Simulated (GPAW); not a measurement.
## A B chain with a Na atom bridging one bond: transmission at several levels

Aim: T(E), conductance and thermopower of a B chain with a Na atom bridging one bond, and what cheaper settings cost in accuracy.

Program: GPAW 26.7.0. Level of theory: GPAW LCAO, PAW setups; Landauer transmission from Green's functions with principal layers (ASE), zero bias. Results are calculated unless marked as measured.

### Step 1. Starting point

The cell holds 13 atoms: 12 B and 1 Na. Cell: a = 9.000 Å, b = 9.000 Å, c = 18.800 Å, α = 90.0°, β = 90.0°, γ = 90.0°. Regions: left lead, 6 atoms (6 B); channel, 1 atom (1 Na); right lead, 6 atoms (6 B). Vacuum lies along a and b. The structure is stacked along c, and the current runs across the ab planes.

### Step 2. Double-zeta polarised basis

Localised orbitals split the wire into layers that couple to their neighbours alone, which is what the Green's function method needs; double zeta with polarisation is the usual level for numbers.

Input file run.py:

```python
import json
import numpy as np
from ase import Atoms
from ase.transport.calculators import TransportCalculator
from gpaw import GPAW, FermiDirac
from gpaw.lcao.tools import get_lcao_hamiltonian
from scipy.linalg import eigh

# The junction with lead layers at both ends, along the third cell vector
device = Atoms(
    ['B', 'B', 'B', 'B', 'B', 'B', 'Na', 'B', 'B', 'B', 'B', 'B', 'B'],
    positions=[
        [4.50000, 4.50000, 0.77500],
        [4.50000, 4.50000, 2.32500],
        [4.50000, 4.50000, 3.87500],
        [4.50000, 4.50000, 5.42500],
        [4.50000, 4.50000, 6.97500],
        [4.50000, 4.50000, 8.52500],
        [6.65417, 4.50000, 9.40000],
        [4.50000, 4.50000, 10.27500],
        [4.50000, 4.50000, 11.82500],
        [4.50000, 4.50000, 13.37500],
        [4.50000, 4.50000, 14.92500],
        [4.50000, 4.50000, 16.47500],
        [4.50000, 4.50000, 18.02500]],
    cell=[[9.0, 0.0, 0.0], [0.0, 9.0, 0.0], [0.0, 0.0, 18.8]],
    pbc=True)

# One principal layer of the lead: the first 4 atoms of the device
lead = Atoms(
    ['B', 'B', 'B', 'B'],
    positions=[
        [4.50000, 4.50000, 0.77500],
        [4.50000, 4.50000, 2.32500],
        [4.50000, 4.50000, 3.87500],
        [4.50000, 4.50000, 5.42500]],
    cell=[[9.0, 0.0, 0.0], [0.0, 9.0, 0.0], [0.0, 0.0, 6.2]],
    pbc=True)

settings = dict(mode='lcao', basis='dzp', xc='PBE', h=0.2,
                occupations=FermiDirac(0.1), maxiter=250,
                mixer=dict(beta=0.1, nmaxold=8, weight=100.0),
                convergence=dict(density=0.0001))
energies = np.arange(-3, 3 + 1e-9, 0.075)
eta = 0.0001
n1, n2 = 1, 1
# k and -k transmit alike, so half of the mesh across the current serves
mesh = [(i, j) for i in range(n1) for j in range(n2) if (i, j) <= (-i % n1, -j % n2)]
weights = np.array([1 if (i, j) == (-i % n1, -j % n2) else 2 for i, j in mesh]) / (n1 * n2)

# [... helper functions left out ...]
fermi_lead = ground_state(lead, (1, 1, 18), 'lead.txt')
fermi_device = ground_state(device, (1, 1, 4), 'device.txt')
# [... loop over the mesh left out, but for ...]
        # Shift the lead onto the potential of the device's first layer
        shift = ((H[:, 0, 0] - H0[:, 0, 0]) / S0[0, 0]).real.mean()
# [...]
kT = 8.617333e-5 * 300
bias = [0.1, 0.2, 0.5, 1.0, 1.5, 2.0]
# [... integrals and printing left out ...]
```

Run with:

```sh
$ OMP_NUM_THREADS=1 OPENBLAS_NUM_THREADS=1 python run.py
```

The program printed:

```text
basis functions: device 173, principal layer 52
Fermi level: lead -4.8868 eV, device -4.2616 eV; lead shifted by -0.0059 eV
largest coupling past the next layer 9.55e-05 eV, largest misfit of the first layer 0.107 eV
  E-E_F (eV)   T (one spin)  [channel counts left out]
    -3.000    9.9501e-01
    -2.925    9.9721e-01
    -2.850    9.9856e-01
    -2.775    9.9844e-01
    -2.700    9.9604e-01
    -2.625    9.9006e-01
    -2.550    9.7729e-01
    -2.475    9.3947e-01
    -2.400    4.5466e-07
    -2.325    2.5162e-09
    -2.250    1.9709e-10
    -2.175    3.2313e-11
    -2.100    8.4041e-12
    -2.025    3.4210e-12
    -1.950    2.1192e-12
    -1.875    1.7172e-12
[...]
2.475    1.8729e+00
     2.550    1.8771e+00
     2.625    1.8837e+00
     2.700    1.8949e+00
     2.775    1.9168e+00
     2.850    1.9558e+00
     2.925    1.4083e+00
     3.000    1.7406e+00
conductance at 300 K: 1.9812 G0 a cell; thermopower 0.2531 uV/K
current from the zero-bias T(E) at 0.1 V: 15.35 uA
current from the zero-bias T(E) at 0.2 V: 30.698 uA
current from the zero-bias T(E) at 0.5 V: 76.716 uA
current from the zero-bias T(E) at 1.0 V: 153.22 uA
current from the zero-bias T(E) at 1.5 V: 229.17 uA
current from the zero-bias T(E) at 2.0 V: 287.95 uA
```

It took 60 s on 1 thread of Arm Neoverse N1, shared host; peak memory 0.68 GiB.

This step gave:

```yaml
conductance: 1.981 G₀
largest_coupling_past_the_next_principal_layer: 9.55e-5 eV
largest_misfit_of_the_first_principal_layer: 0.1072 eV
shift_that_aligns_the_lead: -0.005895 eV
basis_functions_of_the_junction: 173
basis_functions_of_a_principal_layer: 52
transmission_at_the_fermi_level_one_spin: 1.981
```

One spin. Table of transmission, zone mean by energy, zero at the Fermi level:

```
energy (eV)  transmission, zone mean
    -3.0000                    0.995
    -2.7750                    0.998
    -2.4750                    0.939
    -2.2500                  2.0e-10
    -2.0250                  3.4e-12
    -1.7250                  1.5e-12
    -1.5000                  1.5e-12
    -1.2750                  3.6e-11
    -0.9750                   5.1e-7
    -0.7500                     1.97
    -0.5250                     2.00
    -0.3750                     2.00
    -0.2250                     1.99
     0.0000                     1.98
     0.2250                     1.96
     0.5250                     1.94
     0.7500                     1.93
     0.9750                     1.92
     1.2750                     1.90
     1.5000                     1.89
     1.7250                     1.88
     2.0250                     1.87
     2.2500                     1.87
     2.4750                     1.87
     2.7750                     1.92
     3.0000                     1.74
```

Not self-consistent under bias; the bias window is split evenly. Current through one cell, from the zero-bias transmission against bias:

```
bias (V)  current through one cell, from the zero-bias transmission (μA)
   0.100                                                            15.3
   0.200                                                            30.7
   0.500                                                            76.7
   1.000                                                             153
   1.500                                                             229
   2.000                                                             288
```

The transmission of the three most open eigenchannels by energy, zero at the Fermi level:

```
energy (eV)  channel 1  channel 2  channel 3
    -3.0000      0.995    2.0e-12          0
    -2.7750      0.998    1.9e-12          0
    -2.4750      0.939    1.8e-12          0
    -2.2500    2.0e-10    1.7e-12          0
    -2.0250    1.8e-12    1.6e-12          0
    -1.7250    1.5e-12          0          0
    -1.5000    1.4e-12          0          0
    -1.2750    3.3e-11    1.9e-12    1.4e-12
    -0.9750     4.2e-7     8.9e-8    1.3e-12
    -0.7500      0.992      0.977    1.2e-12
    -0.5250      0.999      0.997    1.1e-12
    -0.2250      0.998      0.996    1.0e-12
     0.0000      0.996      0.986          0
     0.2250      0.992      0.973          0
     0.5250      0.986      0.957          0
     0.7500      0.982      0.946          0
     0.9750      0.978      0.937          0
     1.2750      0.973      0.926          0
     1.5000      0.969      0.919          0
     1.7250      0.965      0.913          0
     2.0250      0.961      0.909          0
     2.2500      0.959      0.910          0
     2.4750      0.957      0.915          0
     2.7750      0.959      0.958          0
     3.0000      0.958      0.782    1.8e-12
```

Couplings past the next layer reach 9.5e-5 eV, small enough to drop; the matrix elements of the cell's first layer differ from the bulk lead's by up to 0.11 eV. That layer keeps its own values in the calculation, and only beyond it is the lead taken as perfect. The Fermi levels of lead and junction count from different zeros of potential, one for each periodic cell; with both set to zero, the small remaining shift is what aligns them. By hand: G = 1.981 × 77.48 μS = 154 μS, a resistance of 6.51 kΩ; at 0.1 V a linear junction would pass 15.4 μA, and the integral over the bias window gives 15.3 μA.

### Step 3. Single-zeta polarised basis

The second zeta is dropped, the polarisation orbitals stay.

run.py: that of step 2 with these lines changed.

```diff
@@ -39,3 +39,3 @@
 
-settings = dict(mode='lcao', basis='dzp', xc='PBE', h=0.2,
+settings = dict(mode='lcao', basis='szp(dzp)', xc='PBE', h=0.2,
                 occupations=FermiDirac(0.1), maxiter=250,
```

The program printed:

```text
basis functions: device 118, principal layer 36
Fermi level: lead -6.2058 eV, device -5.3754 eV; lead shifted by 0.0107 eV
largest coupling past the next layer 9.58e-05 eV, largest misfit of the first layer 0.099 eV
  E-E_F (eV)   T (one spin)  [channel counts left out]
    -3.000    9.4507e-10
    -2.925    4.5363e-11
    -2.850    5.0734e-12
    -2.775    8.5132e-13
    -2.700    1.8309e-13
    -2.625    4.6676e-14
    -2.550    1.3472e-14
    -2.475    4.2717e-15
    -2.400    1.4553e-15
    -2.325    5.2312e-16
    -2.250    1.9504e-16
    -2.175    7.4020e-17
    -2.100    2.7980e-17
    -2.025    1.0571e-17
    -1.950    5.3161e-18
    -1.875    7.9149e-18
[...]
2.475    1.8373e+00
     2.550    1.8379e+00
     2.625    1.8388e+00
     2.700    1.8397e+00
     2.775    1.8408e+00
     2.850    1.8418e+00
     2.925    1.8428e+00
     3.000    1.8437e+00
conductance at 300 K: 1.9754 G0 a cell; thermopower 0.4076 uV/K
current from the zero-bias T(E) at 0.1 V: 15.305 uA
current from the zero-bias T(E) at 0.2 V: 30.608 uA
current from the zero-bias T(E) at 0.5 V: 76.481 uA
current from the zero-bias T(E) at 1.0 V: 152.7 uA
current from the zero-bias T(E) at 1.5 V: 226.15 uA
current from the zero-bias T(E) at 2.0 V: 266.38 uA
```

The job ended after 46 s (1 thread; peak memory 0.66 GiB).

Numbers from this step:

```yaml
conductance: 1.975 G₀
largest_coupling_past_the_next_principal_layer: 9.58e-5 eV
largest_misfit_of_the_first_principal_layer: 0.09918 eV
shift_that_aligns_the_lead: 0.01069 eV
basis_functions_of_the_junction: 118
basis_functions_of_a_principal_layer: 36
transmission_at_the_fermi_level_one_spin: 1.976
```

One spin. Transmission, zone mean against energy, zero at the Fermi level:

```
energy (eV)  transmission, zone mean
    -3.0000                  9.5e-10
    -2.7750                        0
    -2.4750                        0
    -2.2500                        0
    -2.0250                        0
    -1.7250                        0
    -1.5000                        0
    -1.2750                        0
    -0.9750                   1.9e-9
    -0.7500                     1.99
    -0.5250                     1.99
    -0.3750                     2.00
    -0.2250                     1.99
     0.0000                     1.98
     0.2250                     1.95
     0.5250                     1.93
     0.7500                     1.92
     0.9750                     1.91
     1.2750                     1.89
     1.5000                     1.87
     1.7250                     1.86
     2.0250                     1.84
     2.2500                     1.84
     2.4750                     1.84
     2.7750                     1.84
     3.0000                     1.84
```

Not self-consistent under bias; the bias window is split evenly. The current through one cell, from the zero-bias transmission by bias:

```
bias (V)  current through one cell, from the zero-bias transmission (μA)
   0.100                                                            15.3
   0.200                                                            30.6
   0.500                                                            76.5
   1.000                                                             153
   1.500                                                             226
   2.000                                                             266
```

Transmission of the three most open eigenchannels against energy, zero at the Fermi level:

```
energy (eV)  channel 1  channel 2  channel 3
    -0.9750     1.4e-9    5.2e-10          0
    -0.7500      0.995      0.993          0
    -0.5250      0.998      0.996          0
    -0.2250      0.998      0.996          0
     0.0000      0.995      0.981          0
     0.2250      0.987      0.963          0
     0.5250      0.981      0.948          0
     0.7500      0.978      0.940          0
     0.9750      0.974      0.932          0
     1.2750      0.968      0.919          0
     1.5000      0.961      0.909          0
     1.7250      0.955      0.900          0
     2.0250      0.949      0.893          0
     2.2500      0.947      0.891          0
     2.4750      0.946      0.891          0
     2.7750      0.948      0.893          0
     3.0000      0.949      0.895          0
```

The conductance, 1.98 G₀, lies 0.3 % below that of the dzp run.

### Step 4. Minimal basis

One function for each valence shell of the setup, as for a first survey of a large system.

run.py: that of step 3 with these lines changed.

```diff
@@ -39,3 +39,3 @@
 
-settings = dict(mode='lcao', basis='szp(dzp)', xc='PBE', h=0.2,
+settings = dict(mode='lcao', basis='sz(dzp)', xc='PBE', h=0.2,
                 occupations=FermiDirac(0.1), maxiter=250,
```

The program printed:

```text
basis functions: device 55, principal layer 16
Fermi level: lead -6.6755 eV, device -5.7554 eV; lead shifted by 0.0173 eV
largest coupling past the next layer 9.60e-05 eV, largest misfit of the first layer 0.102 eV
  E-E_F (eV)   T (one spin)  [channel counts left out]
    -3.000    1.1558e-14
    -2.925    3.2648e-15
    -2.850    1.0059e-15
[...]
2.925    1.8329e+00
     3.000    1.8344e+00
conductance at 300 K: 1.9685 G0 a cell; thermopower 0.5075 uV/K
current from the zero-bias T(E) at 0.1 V: 15.251 uA
current from the zero-bias T(E) at 0.2 V: 30.501 uA
current from the zero-bias T(E) at 0.5 V: 76.217 uA
current from the zero-bias T(E) at 1.0 V: 152.19 uA
current from the zero-bias T(E) at 1.5 V: 225.41 uA
current from the zero-bias T(E) at 2.0 V: 265.58 uA
```

Run time: 28 s. Hardware: 1 thread; peak memory 0.61 GiB.

This step gave:

| Quantity | Value |
| --- | --- |
| conductance | 1.968 G₀ |
| largest coupling past the next principal layer | 9.60e-5 eV |
| largest misfit of the first principal layer | 0.1016 eV |
| shift that aligns the lead | 0.01734 eV |
| basis functions of the junction | 55 |
| basis functions of a principal layer | 16 |
| transmission at the Fermi level (one spin) | 1.969 |

The conductance, 1.97 G₀, lies 0.6 % below that of the dzp run.

### Step 5. LDA in the dzp basis: xc = "LDA"

Back in the dzp basis, the functional changes from PBE to LDA, to set the spread between functionals beside that between bases.

run.py: that of step 4 with these lines changed.

```diff
@@ -39,3 +39,3 @@
 
-settings = dict(mode='lcao', basis='sz(dzp)', xc='PBE', h=0.2,
+settings = dict(mode='lcao', basis='dzp', xc='LDA', h=0.2,
                 occupations=FermiDirac(0.1), maxiter=250,
```

The program printed:

```text
basis functions: device 173, principal layer 52
Fermi level: lead -5.0891 eV, device -4.4632 eV; lead shifted by -0.0064 eV
largest coupling past the next layer 9.53e-05 eV, largest misfit of the first layer 0.108 eV
  E-E_F (eV)   T (one spin)  [channel counts left out]
    -3.000    9.9487e-01
    -2.925    9.9708e-01
    -2.850    9.9853e-01
[...]
2.925    1.8915e+00
     3.000    1.9109e+00
conductance at 300 K: 1.9824 G0 a cell; thermopower 0.2404 uV/K
current from the zero-bias T(E) at 0.1 V: 15.359 uA
current from the zero-bias T(E) at 0.2 V: 30.717 uA
current from the zero-bias T(E) at 0.5 V: 76.763 uA
current from the zero-bias T(E) at 1.0 V: 153.31 uA
current from the zero-bias T(E) at 1.5 V: 229.28 uA
current from the zero-bias T(E) at 2.0 V: 287.92 uA
```

It took 52 s on 1 thread; peak memory 0.67 GiB.

This step gave:

```yaml
conductance: 1.982 G₀
largest_coupling_past_the_next_principal_layer: 9.53e-5 eV
largest_misfit_of_the_first_principal_layer: 0.1083 eV
shift_that_aligns_the_lead: -0.006393 eV
basis_functions_of_the_junction: 173
basis_functions_of_a_principal_layer: 52
transmission_at_the_fermi_level_one_spin: 1.983
```

The conductance equals that of the dzp run to 0.2 %.

### Step 6. The ladder

Times are for 1 thread of Arm Neoverse N1, shared host. The series side by side:

```
no.      run  conductance (G₀)  time  memory (GiB)
  1      dzp             1.981  60 s          0.68
  2      szp             1.975  46 s          0.66
  3       sz             1.968  28 s          0.61
  4  dzp LDA             1.982  52 s          0.67
```

### Step 7. The levels side by side

The curves are compared point by point over the common energies.

This step: comparison of transmission and cost over codes and levels (GPAW 26.7.0).

Ladder, by row:

```
   step  code  T at the Fermi level (sum over the listed spins)  conductance (G0)  r.m.s. T(E) from the first  wall time (s)  peak memory (GiB)  threads
    dzp  GPAW                                             1.981             1.981                           0          59.61               0.68        1
    szp  GPAW                                             1.976             1.975                       0.413          46.05               0.66        1
     sz  GPAW                                             1.969             1.968                      0.4132          27.93               0.61        1
dzp-LDA  GPAW                                             1.983             1.982                      0.1123          51.84               0.67        1
```

The transmission, zone mean, sum over the listed spins by energy, zero at the Fermi level:

```
energy (eV)      dzp      szp       sz  dzp-LDA
     -3.000    0.995  9.5e-10  1.2e-14    0.995
     -2.475    0.939        0        0    0.951
     -2.025  3.4e-12        0        0  6.5e-12
     -1.500  1.5e-12        0        0  1.5e-12
     -0.975   5.1e-7   1.9e-9   4.8e-9   5.2e-7
     -0.525     2.00     1.99     1.99     2.00
     -0.375     2.00     2.00     2.00     2.00
      0.000     1.98     1.98     1.97     1.98
      0.525     1.94     1.93     1.92     1.95
      0.975     1.92     1.91     1.90     1.92
      1.500     1.89     1.87     1.86     1.89
      2.025     1.87     1.84     1.83     1.87
      2.475     1.87     1.84     1.82     1.87
      3.000     1.74     1.84     1.83     1.91
```

(Part 1 of 2 ends here.)

[Logs are printed without paths, hosts, clocks, repeated set-up lines and the standing remarks that a program may print on its own settings, such as how far it seeks lower states.]

[Hosts, paths, dates, database ids (printed as entryN), source tags and the programs' standing remarks are cut or masked in the printed files.]
